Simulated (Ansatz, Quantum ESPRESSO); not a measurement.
# Predicting the next point of a tunnelling series: vacuum gaps between two Na(110) faces

**Set-up.** Quantum ESPRESSO 7.5 (pw.x, pwcond.x), PBE, GBRV ultrasoft; geometry as built. T is the transmission per spin at the Fermi level, averaged over the mesh across the current, in a cell of 12.47 Å². The series steps the width of the vacuum gap.

| width (Å) | T |
| --- | --- |
| 4 | 0.631 |
| 5 | 0.334 |
| 6 | 0.135 |

To predict: What is T at 7 Å?

**Worked estimate.** These rows are near contact, where ln T need not fall linearly; take a line all the same. The last two rows give a slope of ln(0.334/0.135)/(6 − 5) = 0.906 per Å, so T(7) ≈ 0.135 × exp(−0.906 × 1) = 0.0546.

**Check.** T = 0.0381; the estimate is 1.43 times that. The slope over the last interval is 1.265: steeper than before. Points of the mesh with over 2.5 times the mean carry 59 % of this T, so the value leans on the mesh. A second code, Ansatz 0.2.0, gives 0.0371.

Caveats: Short leads, unrelaxed atoms, a barrier without the image potential and an untested mesh.
